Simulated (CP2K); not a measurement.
Two runs for the N K edge of acrylonitrile. Run A: CP2K XAS_TDP, all-electron GAPW, PBEh(45%), aug-cc-pVDZ, TDA, no relativity. Run B differs in one setting.

First lines with a strength over 0.0015. A:

| atom | energy (eV) | states | strength, one atom |
| --- | --- | --- | --- |
| N4 (bonded to C) | 395.00 | 1 | 0.0464 |
|  | 395.71 | 1 | 0.0551 |
|  | 400.13 | 1 | 0.0095 |
|  | 401.06 | 1 | 0.0033 |
|  | 401.76 | 1 | 0.0048 |

B:

| atom | energy (eV) | states | strength, one atom |
| --- | --- | --- | --- |
| N4 (bonded to C) | 399.90 | 1 | 0.0561 |
|  | 400.37 | 1 | 0.0622 |
|  | 406.30 | 1 | 0.0070 |
|  | 407.11 | 1 | 0.0074 |
|  | 407.75 | 1 | 0.0061 |

Q: Which was it: scalar relativity switched on, the functional, GW2X switched on, the basis?

The functional (functional from PBEh(45%) to PBEh(60%); the lines alone don't name the new value). A functional moves all lines by electronvolts and changes their spacings and strengths. Against PBEh(45%) in aug-cc-pVDZ, the leading line moves by +4.90 eV, to 399.90 eV; the strength of N4's goes from 0.0464 to 0.0561. The next line of N4 over the strength cut lies 0.47 eV higher, against 0.71.

[Hosts, paths, dates, database ids (printed as entryN), source tags and the programs' standing remarks are cut or masked in the printed files.]
